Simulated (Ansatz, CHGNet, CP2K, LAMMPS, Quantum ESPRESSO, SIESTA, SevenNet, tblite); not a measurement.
## tblite on Zn2+ BF4- in dimethoxyethane and tetrahydrofuran at 400 K (85 atoms): settings against a plane-wave reference

Aim: run Zn2+ BF4- in dimethoxyethane and tetrahydrofuran at 400 K (85 atoms) in tblite and see how near its forces come to a plane-wave reference, and at what cost.

Method: the method is named at each step, in tblite 0.8.0.

### 1. The starting structure

The cell holds 85 atoms: 20 C, 8 O, 46 H, 2 B, 8 F and 1 Zn. Cell: a = 9.806 Å, b = 9.806 Å, c = 9.806 Å, α = 90.0°, β = 90.0°, γ = 90.0°. 3 dimethoxyethane, 2 tetrahydrofuran, 1 Zn2+, 2 BF4- placed at random, at 1.15 g/cm³; overlaps pushed apart, then 10 ps at 550 K with stiff harmonic cages for PF6 and BF4 with UFF radii; divalent ions of Li, Roberts, Chakravorty and Merz (J. Chem. Theory Comput. 9, 2733 (2013)); MMFF94 bonds, angles, torsions, charges and radii (Halgren, J. Comput. Chem. 17, 490 (1996)) in harmonic and 12-6 forms; charges of ions scaled by 0.8. Snapshot after 30 ps at 400 K and fixed volume.

The yardstick, on the same geometry:

| Item | Value |
| --- | --- |
| method | Kohn-Sham DFT, PBE, SSSP efficiency 1.3.0 pseudopotentials, plane waves (Quantum ESPRESSO 7.5); sssp-pbe-1.3.0-efficiency, cutoffs 60/480 Ry, Γ point |
| r.m.s. force component | 1.053 eV/Å |
| longest force | 4.129 eV/Å |
| pressure | 5.656 GPa |
| gap (highest filled to lowest empty level) | 3.953 eV |
| time | 92 s on 2 MPI ranks of Arm Neoverse V2, shared host |
| CPU time | 3.1 min |

### 2. GFN1-xTB

Method: GFN1-xTB tight binding, diagonalisation.

Contents of run.py:

```python
import numpy as np
from ase.io import read
from tblite.ase import TBLite

atoms = read("structure.xyz")
atoms.calc = TBLite(method="GFN1-xTB", electronic_temperature=580, accuracy=1.0, max_iterations=250, mixer_damping=0.4, verbosity=1)
energy = atoms.get_potential_energy()
forces = atoms.get_forces()
print(f"energy {energy:.6f} eV")
print("forces (eV/A)")
for i, (a, f) in enumerate(zip(atoms, forces)):
    print(f"{i:4d} {a.symbol:2s} {f[0]:10.5f} {f[1]:10.5f} {f[2]:10.5f}")
stress = -atoms.get_stress(voigt=False) * 160.21766
print("stress (GPa, compression positive)")
for row in stress:
    print(" ".join(f"{x:10.4f}" for x in row))
print("charges (e)")
print(np.array2string(atoms.get_charges(), precision=4, suppress_small=True, max_line_width=110, threshold=100000))
```

Contents of structure.xyz:

```xyz
85
Lattice="9.80591 0.00000 0.00000 0.00000 9.80591 0.00000 0.00000 0.00000 9.80591" Properties=species:S:1:pos:R:3 pbc="T T T"
C 4.84706 6.57271 8.97270
O 5.72391 7.56761 9.43887
C 4.91168 8.67205 0.23064
C 5.60457 0.05795 9.62185
O 7.03535 9.67216 9.80199
C 7.66793 1.09816 9.50448
H 5.31804 5.96494 8.25020
H 4.19585 7.15871 8.35464
H 4.25930 5.88443 9.69383
H 3.87716 8.81875 9.71677
H 5.00052 8.48809 1.24055
H 5.34569 0.32428 8.63489
H 5.42443 0.92656 0.50314
H 8.19421 1.02158 8.56487
H 6.90160 1.92921 9.51791
H 8.43181 1.32390 0.47853
C 0.55207 8.98427 0.55629
O 9.43338 8.51633 9.42995
C 0.12395 8.49613 8.08223
C 8.88229 8.15283 7.04633
O 7.55516 8.36934 7.62272
C 6.59624 8.17077 6.57653
H 0.13934 8.87562 1.53247
H 0.73103 0.23779 0.39204
H 1.50462 8.42347 0.46372
H 0.48265 9.49879 7.92935
H 0.98706 7.82286 7.92376
H 9.06311 8.79423 6.21803
H 8.97172 7.12782 6.53162
H 6.78569 8.85346 5.78372
H 6.64076 7.08261 6.48455
H 5.59359 8.41347 6.90562
C 0.04462 1.90735 4.46904
O 8.90926 1.24260 5.29450
C 7.61449 1.44029 4.95610
C 7.16704 2.87137 5.22282
O 5.82236 2.99571 4.75655
C 5.86952 3.19996 3.31793
H 1.09973 1.61180 4.58338
H 9.73178 2.97962 4.69605
H 9.49830 1.63161 3.44276
H 7.27236 1.06325 3.91560
H 6.99465 0.88332 5.68184
H 7.20558 2.92971 6.31510
H 7.83482 3.66182 4.73625
H 4.90609 3.54307 3.01002
H 6.79677 3.65300 2.94903
H 5.78941 2.25055 2.83528
C 2.52659 6.07162 4.06828
C 1.56238 5.06328 3.41971
C 1.28810 5.72802 2.13602
O 2.52434 6.40208 1.80605
C 2.94834 6.99985 3.02238
H 2.11239 6.62291 4.90384
H 3.26811 5.48749 4.54033
H 0.62915 4.83147 3.94982
[... 25 atom lines left out ...]
F 8.05624 6.23254 9.35876
F 7.52653 4.30950 8.29972
F 9.37141 5.25126 7.81590
Zn 7.66204 7.95455 9.44956
```

On the command line:

```bash
$ OMP_NUM_THREADS=1 python run.py > output.txt
```

The log of the run:

```text
------------------------------------------------------------
  cycle        total energy    energy error   density error
------------------------------------------------------------
      1     -148.3524242194  -1.4937570E+02   5.8131135E-01
      2     -149.6642615976  -1.3118374E+00   3.2638953E-01
      3     -149.6814124466  -1.7150849E-02   1.0921355E-01
      4     -149.7031711753  -2.1758729E-02   2.2861500E-02
      5     -149.7148601195  -1.1688944E-02   2.1836154E-03
      6     -149.7149616774  -1.0155785E-04   5.8624546E-04
      7     -149.7149653255  -3.6481466E-06   1.7738700E-04
      8     -149.7149655470  -2.2149209E-07   6.2494130E-05
      9     -149.7149656136  -6.6605679E-08   1.3139444E-05
------------------------------------------------------------
 total:                                   1.646 sec
energy -4073.951723 eV
forces (eV/A)
   0 C    -1.24349   -0.43201    0.12275
   1 O    -2.28234    0.33069    1.08967
   2 C     0.74661   -1.90159   -1.40183
   3 C     2.19942    2.34735    1.95851
   4 O    -1.43032    1.57511   -0.14846
   5 C     0.29659    1.04205    0.90730
   6 H     1.20980   -1.10135   -0.48457
   7 H    -1.59723   -0.14926   -0.40864
   8 H     1.12417    1.47328   -0.44942
   9 H    -0.08128   -0.92976   -0.21503
  10 H    -0.20429   -0.16265    2.64464
  11 H    -0.00324    0.39102   -1.45738
  12 H    -0.72550   -0.46926   -0.46127
  13 H    -0.02002    0.24606   -0.59879
  14 H     1.00881   -0.63467   -0.23907
  15 H    -0.48718   -0.12186   -0.26810
  16 C     1.07957    0.02087   -0.34713
  17 O     0.34122   -0.90591   -1.22038
  18 C     0.54410   -0.21520    0.43209
  19 C    -0.92782   -1.32230    0.10161
  20 O     1.41182    0.48202   -1.74371
  21 C    -0.19645   -1.06992    1.49387
  22 H    -0.35285   -0.30094    0.82217
  23 H     0.32597    0.41785   -0.08346
[...]
77 F    -0.59519    0.07929   -0.94169
  78 F    -0.12870    0.31515   -0.52110
  79 B    -1.94441    0.80118   -1.80224
  80 F     0.43454   -0.20963   -0.19398
  81 F     0.47472   -0.94819   -0.06661
  82 F    -0.37544   -0.74137    0.93030
  83 F     1.54907    0.02478    0.62303
  84 Zn   -0.34930   -0.72056    0.53943
stress (GPa, compression positive)
    0.4787     0.1107     0.3085
    0.1107     3.1380    -0.8204
    0.3085    -0.8204     3.2858
charges (e)
[ 0.1602 -0.3974  0.1635  0.1807 -0.3994  0.1638  0.0544  0.0145  0.0361  0.0373  0.0733  0.0469  0.0347
  0.0465  0.0387  0.0385  0.166  -0.392   0.1791  0.1696 -0.4114  0.149   0.0704  0.0157  0.0277  0.0361
  0.0352  0.0506  0.0634  0.0585  0.0636  0.0284  0.1616 -0.457   0.1841  0.1645 -0.4738  0.1492  0.0208
  0.0246  0.0213  0.0236  0.0215  0.0426  0.0251  0.0375  0.0418  0.0101 -0.063  -0.0633  0.1816 -0.4924
  0.1845  0.0206  0.0333  0.0348  0.0255  0.0431  0.0358  0.0431  0.0115 -0.064  -0.0617  0.1966 -0.4943
  0.1885  0.0401  0.0418  0.0456  0.0404  0.0117  0.0053  0.0228  0.0258  0.7439 -0.3067 -0.3972 -0.4132
 -0.3669  0.7499 -0.347  -0.3294 -0.403  -0.3833  0.8592]
```

Wall time 2.1 s (1 thread of Arm Neoverse V2, shared host); peak memory 0.16 GiB.

Banners, paths, timers and routine set-up lines are dropped from the logs unmarked, and long logs keep their key lines alone; longer cuts are marked.

Against the reference:

```
r.m.s. force component                  : 0.9459 eV/Å
r.m.s. difference of force components   : 390.9 meV/Å
longest difference of force vectors     : 2884 meV/Å
force difference over r.m.s. force      : 37.13 %
slope of forces against the reference's : 0.8346
correlation of force components         : 0.929
pressure                                : 2.301 GPa
pressure difference                     : -3.355 GPa
```

Length of the force difference by element (eV/Å):

| element | atoms | mean | most |
| --- | --- | --- | --- |
| B | 2 | 0.68 | 0.71 |
| C | 20 | 0.55 | 1.00 |
| F | 8 | 1.1 | 2.9 |
| H | 46 | 0.13 | 0.30 |
| O | 8 | 0.94 | 1.6 |
| Zn | 1 | 2.1 | 2.1 |

A closer look about Zn85, the only Zn atom: 9 atoms, nearest first, numbered in the order of the input, with positions taken from that point.

| atom | x | y | z | distance (Å) | bonds | Mulliken charge (e) | Fx | Fy | Fz (eV/Å) |
| --- | --- | --- | --- | --- | --- | --- | --- | --- | --- |
| Zn85 | 0.00 | 0.00 | 0.00 | 0.00 | 6 | 0.86 | -0.35 | -0.72 | 0.54 |
| F82 | 0.39 | -1.72 | -0.09 | 1.77 | 2 | -0.33 | 0.47 | -0.95 | -0.07 |
| F76 | 0.08 | -0.31 | 1.77 | 1.80 | 2 | -0.31 | -0.12 | -0.28 | 1.44 |
| O18 | 1.77 | 0.56 | -0.02 | 1.86 | 3 | -0.39 | 0.34 | -0.91 | -1.22 |
| O5 | -0.63 | 1.72 | 0.35 | 1.86 | 3 | -0.40 | -1.43 | 1.58 | -0.15 |
| O21 | -0.11 | 0.41 | -1.83 | 1.88 | 3 | -0.41 | 1.41 | 0.48 | -1.74 |
| O2 | -1.94 | -0.39 | -0.01 | 1.98 | 3 | -0.40 | -2.28 | 0.33 | 1.09 |
| C20 | 1.22 | 0.20 | -2.40 | 2.70 | 4 | 0.17 | -0.93 | -1.32 | 0.10 |
| C19 | 2.27 | 0.54 | -1.37 | 2.70 | 4 | 0.18 | 0.54 | -0.22 | 0.43 |

Atoms are counted from 1 here, from 0 in the log.

Forces lie 37 % from the reference's, at 0.011 times its CPU time (on 1 against 2 cores).

### 3. Results

- force difference from the reference: tblite GFN1-xTB, 37 %
- its CPU time: 2.1 s

Tight binding differs by 37 % (tblite GFN1-xTB); it is another model, with fitted parameters of its own, and the xTB methods hold dispersion. One electronic-structure run takes under half the reference's CPU time: tblite GFN1-xTB, at 37 % in 2.1 s against 3.1 min; its pressure misses by -3.4 GPa. Periodic xTB results under one method name differ between programs and library versions. The reference's pressure holds the uncorrected Pulay stress of its 60 Ry basis, so small pressure differences, and their order, may be the reference's own error. The network of contacts between molecules at the start is that of the classical potential that made the cell, and needn't be the one that DFT or experiment would give. The reference's PBE has no dispersion term, which matters for the binding between molecules or layers. The density was typed from a rule of thumb and may lie off the real one at this temperature. The electronic-structure runs sample only Γ, in a cell whose shortest periodic width is 10 Å.

[Also dropped from logs without a mark: logging warnings of Python, and SIESTA's first energy breakdown and zero terms.]

[Logs are printed without paths, hosts, clocks, repeated set-up lines and the standing remarks that a program may print on its own settings, such as how far it seeks lower states.]

[Hosts, paths, dates, database ids (printed as entryN), source tags and the programs' standing remarks are cut or masked in the printed files.]

[The MMFF94 radii named for the starting cell were scaled by 0.96; in molecules described by MMFF94, hydrogen bound to N, O or S took a small fixed 12-6 site in their place.]
